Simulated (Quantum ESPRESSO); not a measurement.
# Magnetic state of MnS from several starts, part 2 of 2

Wanted: the moments of MnS and the energy of each order that was tried.

Quantum ESPRESSO 7.5; PBE with U = 4 eV on Mn d (ortho-atomic projectors); plane waves with GBRV 1.5 PBE potentials, no spin-orbit coupling.

So far: The structure; Run 1, typed as ferro +.

The database entry behind the starting cell differs from later determinations by our own check (an axis about 0.2 % short against later determinations), so it need not match the best structure at ambient conditions.

## Step 3: Start 2: antiferro q=(0,1/2,1/2) +−

This order needs a doubled cell of 4 atoms. The wavevector q is in fractions of the reciprocal vectors of the crystal's primitive cell, as the cells of these inputs are built from it; moments change sign between cells as cos(2π q·R).

Contents of pw.in:

```
&CONTROL
  calculation = 'scf'
  prefix = 'pwscf'
  outdir = './tmp'
  pseudo_dir = './pseudo'
  disk_io = 'nowf'
/
&SYSTEM
  ibrav = 0
  celldm(1) = 8
  nat = 4
  ntyp = 3
  ecutwfc = 40
  ecutrho = 280
  nbnd = 30
  occupations = 'smearing'
  smearing = 'fd'
  degauss = 0.00367493
  nspin = 2
  starting_magnetization(1) = 0.3
  starting_magnetization(2) = -0.3
  starting_magnetization(3) = 0
/
&ELECTRONS
  conv_thr = 8d-09
  electron_maxstep = 150
  mixing_beta = 0.3
/
ATOMIC_SPECIES
Mn1    54.9380 mn_pbe_v1.5.uspp.F.UPF
Mn2    54.9380 mn_pbe_v1.5.uspp.F.UPF
S      32.0600 s_pbe_v1.4.uspp.F.UPF
CELL_PARAMETERS alat
   0.0000000000000    0.6152239614485    0.6152239614485
   1.2304479228970    0.0000000000000    1.2304479228970
   1.2304479228970    0.6152239614485    0.6152239614485
ATOMIC_POSITIONS crystal
Mn1     0.0000000000    0.0000000000    0.0000000000
Mn2     0.0000000000    0.5000000000    0.0000000000
S       0.5000000000    0.0000000000    0.5000000000
S       0.5000000000    0.5000000000    0.5000000000
K_POINTS automatic
8 4 8 0 0 0
HUBBARD {ortho-atomic}
U Mn1-3d 4.0000
U Mn2-3d 4.0000
```

Started as:

```
$ OMP_NUM_THREADS=1 mpirun -n 4 pw.x -nk 4 -in pw.in > pw.out
```

What it wrote:

```text
[banner, memory and clock lines left out]
Program PWSCF v.7.5 starts

     Message from routine setup:
     using ibrav=0 with symmetry is DISCOURAGED, use correct ibrav instead

     bravais-lattice index     =            0
     lattice parameter (alat)  =       8.0000  a.u.
     unit-cell volume          =     476.9026 (a.u.)^3
     number of atoms/cell      =            4
     number of atomic types    =            3
     number of electrons       =        42.00
     number of Kohn-Sham states=           30
     kinetic-energy cutoff     =      40.0000  Ry
     charge density cutoff     =     280.0000  Ry
     scf convergence threshold =      8.0E-09
     mixing beta               =       0.3000
     number of iterations used =            8  plain     mixing
     Exchange-correlation=  SLA  PW   PBX  PBC
                           (   1   4   3   4   0   0   0)
     Hubbard projectors: ortho-atomic
     Hubbard parameters of DFT+U (Dudarev formulation) in eV:
     U(Mn1-3d) =  4.0000
     U(Mn2-3d) =  4.0000

     Internal variables: lda_plus_u =T, lda_plus_u_kind = 0

     Internal variables: orbital_resolved =F, hub_pot_fix =F, apply_U = F

     celldm(1)=   8.000000  celldm(2)=   0.000000  celldm(3)=   0.000000
     celldm(4)=   0.000000  celldm(5)=   0.000000  celldm(6)=   0.000000

     crystal axes: (cart. coord. in units of alat)
               a(1) = (   0.000000   0.615224   0.615224 )
               a(2) = (   1.230448   0.000000   1.230448 )
               a(3) = (   1.230448   0.615224   0.615224 )

     reciprocal axes: (cart. coord. in units 2 pi/alat)
               b(1) = ( -0.812712  0.812712  0.812712 )
               b(2) = ( -0.000000 -0.812712  0.812712 )
               b(3) = (  0.812712  0.812712 -0.812712 )

     PseudoPot. # 1 for Mn read from file:
     mn_pbe_v1.5.uspp.F.UPF
     Pseudo is Ultrasoft + core correction, Zval = 15.0

     PseudoPot. # 2 for Mn read from file:
     mn_pbe_v1.5.uspp.F.UPF
     Pseudo is Ultrasoft + core correction, Zval = 15.0

     PseudoPot. # 3 for S  read from file:
     s_pbe_v1.4.uspp.F.UPF
     Pseudo is Ultrasoft + core correction, Zval =  6.0

     atomic species   valence    mass     pseudopotential
     Mn1              15.00    54.93800     Mn( 1.00)
     Mn2              15.00    54.93800     Mn( 1.00)
     S                 6.00    32.06000     S ( 1.00)

     Starting magnetic structure
     atomic species   magnetization
     Mn1             0.300
     Mn2            -0.300
     S               0.000

     16 Sym. Ops., with inversion, found

   Cartesian axes

     site n.     atom                  positions (alat units)
         1        Mn1    tau(   1) = (   0.0000000   0.0000000   0.0000000  )
         2        Mn2    tau(   2) = (   0.6152240   0.0000000   0.6152240  )
         3        S      tau(   3) = (   0.6152240   0.6152240   0.6152240  )
         4        S      tau(   4) = (   1.2304479   0.6152240   1.2304479  )

     number of k points=    39  Fermi-Dirac smearing, width (Ry)=  0.0037
                       cart. coord. in units 2pi/alat
        k(    1) = (   0.0000000   0.0000000   0.0000000), wk =   0.0039062
        k(    2) = (   0.1015890   0.1015890  -0.1015890), wk =   0.0312500
        k(    3) = (   0.2031780   0.2031780  -0.2031780), wk =   0.0312500
        k(    4) = (   0.3047671   0.3047671  -0.3047671), wk =   0.0312500
        k(    5) = (  -0.4063561  -0.4063561   0.4063561), wk =   0.0078125
        [... 34 further k-points ...]

     Dense  grid:    37729 G-vectors     FFT dimensions: (  40,  75,  72)

     Smooth grid:    16243 G-vectors     FFT dimensions: (  30,  60,  50)

     Check: negative core charge=   -0.000037
     Generating pointlists ...
     new r_m :   0.2538 (alat units)  2.0302 (a.u.) for type    1
     new r_m :   0.2538 (alat units)  2.0302 (a.u.) for type    2
     new r_m :   0.2538 (alat units)  2.0302 (a.u.) for type    3

     Initial potential from superposition of free atoms

     starting charge      40.9998, renormalised to      42.0000

     STARTING HUBBARD OCCUPATIONS:

     =================== HUBBARD OCCUPATIONS ===================
     ------------------------ ATOM    1 ------------------------
     Tr[ns(  1)] (up, down, total) =   5.00000  0.00000  5.00000
     Atomic magnetic moment for atom   1 =   5.00000
     [... lines left out ...]
     ------------------------ ATOM    2 ------------------------
     Tr[ns(  2)] (up, down, total) =   0.00000  5.00000  5.00000
     Atomic magnetic moment for atom   2 =  -5.00000
     [... lines left out ...]
     Number of occupied Hubbard levels =   10.0000

     Atomic wfc used for Hubbard projectors are orthogonalized

     Starting wfcs are   34 randomized atomic wfcs

     Self-consistent Calculation

     iteration #  1     ecut=    40.00 Ry     beta= 0.30
     Davidson diagonalization with overlap
     ethr =  1.00E-02,  avg # of iterations =  4.7

     =================== HUBBARD OCCUPATIONS ===================
     ------------------------ ATOM    1 ------------------------
     Tr[ns(  1)] (up, down, total) =   4.85897  0.14876  5.00774
     Atomic magnetic moment for atom   1 =   4.71021
     [... lines left out ...]
     ------------------------ ATOM    2 ------------------------
     Tr[ns(  2)] (up, down, total) =   0.14875  4.85916  5.00791
     Atomic magnetic moment for atom   2 =  -4.71042
     [... lines left out ...]
     Number of occupied Hubbard levels =   10.0156

     total energy              =    -470.47577733 Ry
     estimated scf accuracy    <       0.96233187 Ry

     total magnetization       =     0.00 Bohr mag/cell
     absolute magnetization    =     9.63 Bohr mag/cell

     iteration #  2     ecut=    40.00 Ry     beta= 0.30
     Davidson diagonalization with overlap
     ethr =  2.29E-03,  avg # of iterations =  2.0

     total energy              =    -470.63038893 Ry
     estimated scf accuracy    <       0.05455697 Ry

     total magnetization       =     0.00 Bohr mag/cell
     absolute magnetization    =     9.70 Bohr mag/cell

     [... further iterations left out ...]

     iteration # 11     ecut=    40.00 Ry     beta= 0.30
     Davidson diagonalization with overlap
     ethr =  3.10E-10,  avg # of iterations =  2.0

     negative rho (up, down):  2.804E-04 4.472E-04

     total energy              =    -470.65501802 Ry
     estimated scf accuracy    <       0.00000005 Ry

     total magnetization       =     0.00 Bohr mag/cell
     absolute magnetization    =     9.72 Bohr mag/cell

     iteration # 12     ecut=    40.00 Ry     beta= 0.30
     Davidson diagonalization with overlap
     ethr =  1.20E-10,  avg # of iterations =  2.0

     negative rho (up, down):  2.803E-04 4.471E-04

     Magnetic moment per site  (integrated on atomic sphere of radius R)
     atom   1 (R=0.254)  charge= 13.1395  magn=  4.4845
     atom   2 (R=0.254)  charge= 13.1395  magn= -4.4845
     atom   3 (R=0.254)  charge=  4.7228  magn= -0.0366
     atom   4 (R=0.254)  charge=  4.7228  magn=  0.0366

     End of self-consistent calculation

     =================== HUBBARD OCCUPATIONS ===================
     ------------------------ ATOM    1 ------------------------
     Tr[ns(  1)] (up, down, total) =   4.96831  0.26974  5.23804
     Atomic magnetic moment for atom   1 =   4.69857
     [... lines left out ...]
     ------------------------ ATOM    2 ------------------------
     Tr[ns(  2)] (up, down, total) =   0.26974  4.96831  5.23805
     Atomic magnetic moment for atom   2 =  -4.69857
     [... lines left out ...]
     Number of occupied Hubbard levels =   10.4761

     [... lines left out ...]
     the Fermi energy is    10.5856 ev

!    total energy              =    -470.65501804 Ry
     estimated scf accuracy    <          1.9E-09 Ry
     smearing contrib. (-TS)   =      -0.00000021 Ry
     internal energy E=F+TS    =    -470.65501783 Ry

     The total energy is F=E-TS. E is the sum of the following terms:
     one-electron contribution =    -264.93181439 Ry
     hartree contribution      =     147.71258947 Ry
     xc contribution           =     -70.53131697 Ry
     ewald contribution        =    -282.98656422 Ry
     Hubbard energy            =       0.08208828 Ry

     total magnetization       =     0.00 Bohr mag/cell
     absolute magnetization    =     9.72 Bohr mag/cell

     convergence has been achieved in  12 iterations
```

Wall time 26 s (4 MPI ranks of Intel Xeon 6975P-C (Granite Rapids), shared host); peak memory 0.67 GiB.

Spin moment in the atom's sphere by atom:

```csv
atom,spin moment in the atom's sphere (μB)
Mn1,4.48
Mn2,-4.48
S3,-0.04
S4,0.04
```

Read from the output:

- smearing term TS: 2.86e-6 eV
- magnetization: 0 μB
- absolute magnetization: 9.719 μB
- final state: antiferromagnetic

Spin density in the ac plane of the conventional cell at fractional y = 0.000, with atoms of Mn and S within 0.2 Å of it.

Ten even steps from '_' (-6.4 e/Å³) to '@' (6.2 e/Å³), each cell a mean:
```
%%**++++++++++++++++++++++##
++++++++++++++++++++++++++++
++++++++++++++++++++++++++++
++++++++++++++++++++++++++++
++++++++++==========++++++++
++++++++====::..--==++++++++
++++++++====..__--==++++++++
++++++++====----====++++++++
++++++++++========++++++++++
++++++++++++++++++++++++++++
++++++++++++++++++++++++++++
**++++++++++++++++++++++++**
@@##++++++++++++++++++++++%%
```
Columns run along a (5.2 Å), rows up along c (5.2 Å), edges of the conventional cell, whose origin can differ from the input's. Atoms in or near the plane, at fractional coordinates: Mn at (0.00, 0.00), Mn at (0.50, 0.50), S at (0.50, 0.00), S at (0.00, 0.50).

Valence density in the ac plane of the conventional cell at fractional y = 0.000, with atoms of Mn and S within 0.2 Å of it. It is the smooth field of the valence electrons, not physical close to the nuclei.

Ten steps, logarithmic in the rise over the least value, from '_' (0 e/Å³) to '@' (16 e/Å³), each cell a mean:
```
@@##--..::==----==--..::++@@
**==..__..--====--::..__::++
....______..::::::..______..
::..________......______..::
==--::..__::++++--..__..----
--==--....++@@@@##--..::==--
==----::::**@@@@%%--..--==--
====--....==##%%**::..::--==
--::..____..----::____..::--
....______........______....
--..____..::----::..____..::
%%++::..::--======--....==##
@@%%--..--==--====--::::**@@
```
Columns run along a (5.2 Å), rows up along c (5.2 Å), edges of the conventional cell, whose origin can differ from the input's. Atoms in or near the plane, at fractional coordinates: Mn at (0.00, 0.00), Mn at (0.50, 0.50), S at (0.50, 0.00), S at (0.00, 0.50).

## Step 4: Run 3 (antiferro q=(0,0,1/2) +−)

The cell is doubled to 4 atoms to hold this order.

pw.in: that of step 3 with these lines changed.

```diff
@@ -34,11 +34,11 @@
    0.0000000000000    0.6152239614485    0.6152239614485
-   1.2304479228970    0.0000000000000    1.2304479228970
-   1.2304479228970    0.6152239614485    0.6152239614485
+   0.6152239614485    0.0000000000000    0.6152239614485
+   1.2304479228970    1.2304479228970    0.0000000000000
 ATOMIC_POSITIONS crystal
 Mn1     0.0000000000    0.0000000000    0.0000000000
-Mn2     0.0000000000    0.5000000000    0.0000000000
-S       0.5000000000    0.0000000000    0.5000000000
-S       0.5000000000    0.5000000000    0.5000000000
+Mn2     0.0000000000    0.0000000000    0.5000000000
+S       0.5000000000    0.5000000000    0.2500000000
+S       0.5000000000    0.5000000000    0.7500000000
 K_POINTS automatic
-8 4 8 0 0 0
+8 8 4 0 0 0
 HUBBARD {ortho-atomic}
```

What it wrote:

```text
     [... lines left out ...]
Program PWSCF v.7.5 starts
     [... lines left out ...]
     number of atoms/cell      =            4
     [... lines left out ...]
     number of electrons       =        42.00
     number of Kohn-Sham states=           30
     kinetic-energy cutoff     =      40.0000  Ry
     charge density cutoff     =     280.0000  Ry
     scf convergence threshold =      8.0E-09
     [... lines left out ...]
     12 Sym. Ops., with inversion, found
     [... lines left out ...]
     number of k points=    35  Fermi-Dirac smearing, width (Ry)=  0.0037
     [... lines left out ...]
     iteration # 13     ecut=    40.00 Ry     beta= 0.30
     [... lines left out ...]
     Magnetic moment per site  (integrated on atomic sphere of radius R)
     atom   1 (R=0.254)  charge= 13.1498  magn=  4.4255
     atom   2 (R=0.254)  charge= 13.1499  magn= -4.4254
     atom   3 (R=0.254)  charge=  4.7181  magn= -0.0000
     atom   4 (R=0.254)  charge=  4.7181  magn= -0.0000
     [... lines left out ...]
     Tr[ns(  1)] (up, down, total) =   4.96627  0.30109  5.26735
     [... lines left out ...]
     Tr[ns(  2)] (up, down, total) =   0.30109  4.96627  5.26736
     [... lines left out ...]
     the Fermi energy is    10.6651 ev
!    total energy              =    -470.66021353 Ry
     estimated scf accuracy    <          5.1E-10 Ry
     smearing contrib. (-TS)   =      -0.00000000 Ry
     [... lines left out ...]
     total magnetization       =    -0.00 Bohr mag/cell
     absolute magnetization    =     9.47 Bohr mag/cell
     convergence has been achieved in  13 iterations
```

The job ended after 18 s (4 MPI ranks; peak memory 0.55 GiB; 71 s of CPU time).

Spin moment in the atom's sphere by atom:

```csv
atom,spin moment in the atom's sphere (μB)
Mn1,4.43
Mn2,-4.43
S3,0.00
S4,0.00
```

Numbers from this step:

```yaml
smearing_term_ts: 1.61e-11 eV
magnetization: 0 μB
absolute_magnetization: 9.474 μB
final_state: antiferromagnetic
```

## Step 5: Start 4: no spin polarisation

Contents of pw.in:

```
&CONTROL
  calculation = 'scf'
  prefix = 'pwscf'
  outdir = './tmp'
  pseudo_dir = './pseudo'
  disk_io = 'nowf'
/
&SYSTEM
  ibrav = 0
  celldm(1) = 8
  nat = 2
  ntyp = 2
  ecutwfc = 40
  ecutrho = 280
  nbnd = 17
  occupations = 'smearing'
  smearing = 'fd'
  degauss = 0.00367493
/
&ELECTRONS
  conv_thr = 4d-09
  electron_maxstep = 150
  mixing_beta = 0.3
/
ATOMIC_SPECIES
Mn     54.9380 mn_pbe_v1.5.uspp.F.UPF
S      32.0600 s_pbe_v1.4.uspp.F.UPF
CELL_PARAMETERS alat
   0.0000000000000    0.6152239614485    0.6152239614485
   0.6152239614485    0.0000000000000    0.6152239614485
   0.6152239614485    0.6152239614485    0.0000000000000
ATOMIC_POSITIONS crystal
Mn      0.0000000000    0.0000000000    0.0000000000
S       0.5000000000    0.5000000000    0.5000000000
K_POINTS automatic
8 8 8 0 0 0
HUBBARD {ortho-atomic}
U Mn-3d 4.0000
```

What it wrote:

```text
     [... lines left out ...]
Program PWSCF v.7.5 starts
     [... lines left out ...]
     number of atoms/cell      =            2
     [... lines left out ...]
     number of electrons       =        21.00
     number of Kohn-Sham states=           17
     kinetic-energy cutoff     =      40.0000  Ry
     charge density cutoff     =     280.0000  Ry
     scf convergence threshold =      4.0E-09
     [... lines left out ...]
     48 Sym. Ops., with inversion, found
     [... lines left out ...]
     number of k points=    29  Fermi-Dirac smearing, width (Ry)=  0.0037
     [... lines left out ...]
     iteration # 16     ecut=    40.00 Ry     beta= 0.30
     [... lines left out ...]
     Tr[ns(  1)] =   5.70368
     [... lines left out ...]
     the Fermi energy is     8.5193 ev
!    total energy              =    -234.98457269 Ry
     estimated scf accuracy    <          2.8E-09 Ry
     smearing contrib. (-TS)   =      -0.00475280 Ry
     [... lines left out ...]
     convergence has been achieved in  16 iterations
```

Elapsed: 3.6 s, on 4 MPI ranks; peak memory 0.33 GiB; 14 s of CPU time.

Read from the output:

```
smearing term TS : 0.06467 eV
final state      : non-magnetic (no spin polarisation)
```

## Step 6: The states side by side

An order is kept where moments of 0.15 μB or more survive with the typed signs; meshes match where a doubled cell samples the same k points as the first cell.

Orders:

```csv
start,final state,typed order kept,energy over the lowest (meV a seeded atom),largest site moment (μB),net moment (μB a cell of the first run),mesh matched,CPU time (s)
ferro +,ferromagnetic,yes,56.84,4.507,5,yes,18.07
"antiferro q=(0,1/2,1/2) +-",antiferromagnetic,yes,35.34,4.485,0,yes,103.4
"antiferro q=(0,0,1/2) +-",antiferromagnetic,yes,0,4.425,0,yes,71.31
no spin polarisation,non-magnetic,-,4701,0,0,yes,13.52
```

## Step 7: Energy mapping

E = −Σ J e·e over ordered pairs of unit vectors, so each pair counts twice. As many shells are taken as there are differences of energy, so the couplings are solved for and no residual tests the model; further shells are folded in, and shells whose pairs keep their relative signs in all orders cancel and are not probed. Couplings from the energies:

```csv
pair,distance (Å),neighbours an atom,J (meV)
Mn-Mn,3.683,12,-1.344
Mn-Mn,5.209,6,-3.393
```

## Step 8: Occupations of the corrected shells in the lowest state

Occupations of the Hubbard shells:

```csv
block,type,shell,spin,electrons,occupation numbers
1,Mn1,3d,up,4.966,0.990 0.990 0.996 0.996 0.996
1,Mn1,3d,down,0.3011,0.022 0.022 0.022 0.117 0.117
2,Mn2,3d,up,0.3011,0.022 0.022 0.022 0.117 0.117
2,Mn2,3d,down,4.966,0.990 0.990 0.996 0.996 0.996
```

## Step 9: Results

- lowest state found: antiferromagnetic (from antiferro q=(0,0,1/2) +-)
- largest site moment: 4.43 μB
- next state with moments: antiferromagnetic, 35.3 meV a seeded atom higher
- state without moments (under the same U): 4701 meV a seeded atom higher
- J of the weightiest shell (Mn-Mn, 5.21 Å; E = −Σ J e·e, ordered pairs): -3.39 meV

In words: Under a U the spinless run pays the Hubbard penalty of a partly filled shell, so its energy overstates what forming the moments gains. The largest moment changes by 1.8 % between the kept orders, as for well localised moments. Only these 4 starts were compared; other wavevectors, canted and longer-period orders were not.

[Logs and program files are shortened in this print: banners, set-up blocks, solver, clock and traceback lines can be left out without a mark of their own.]

[Logs are printed without paths, hosts, clocks, repeated set-up lines and the standing remarks that a program may print on its own settings, such as how far it seeks lower states.]

[Hosts, paths, dates, database ids (printed as entryN), source tags and the programs' standing remarks are cut or masked in the printed files.]

[Where a cell is said to come from a database of computed structures, the database is the Materials Project.]
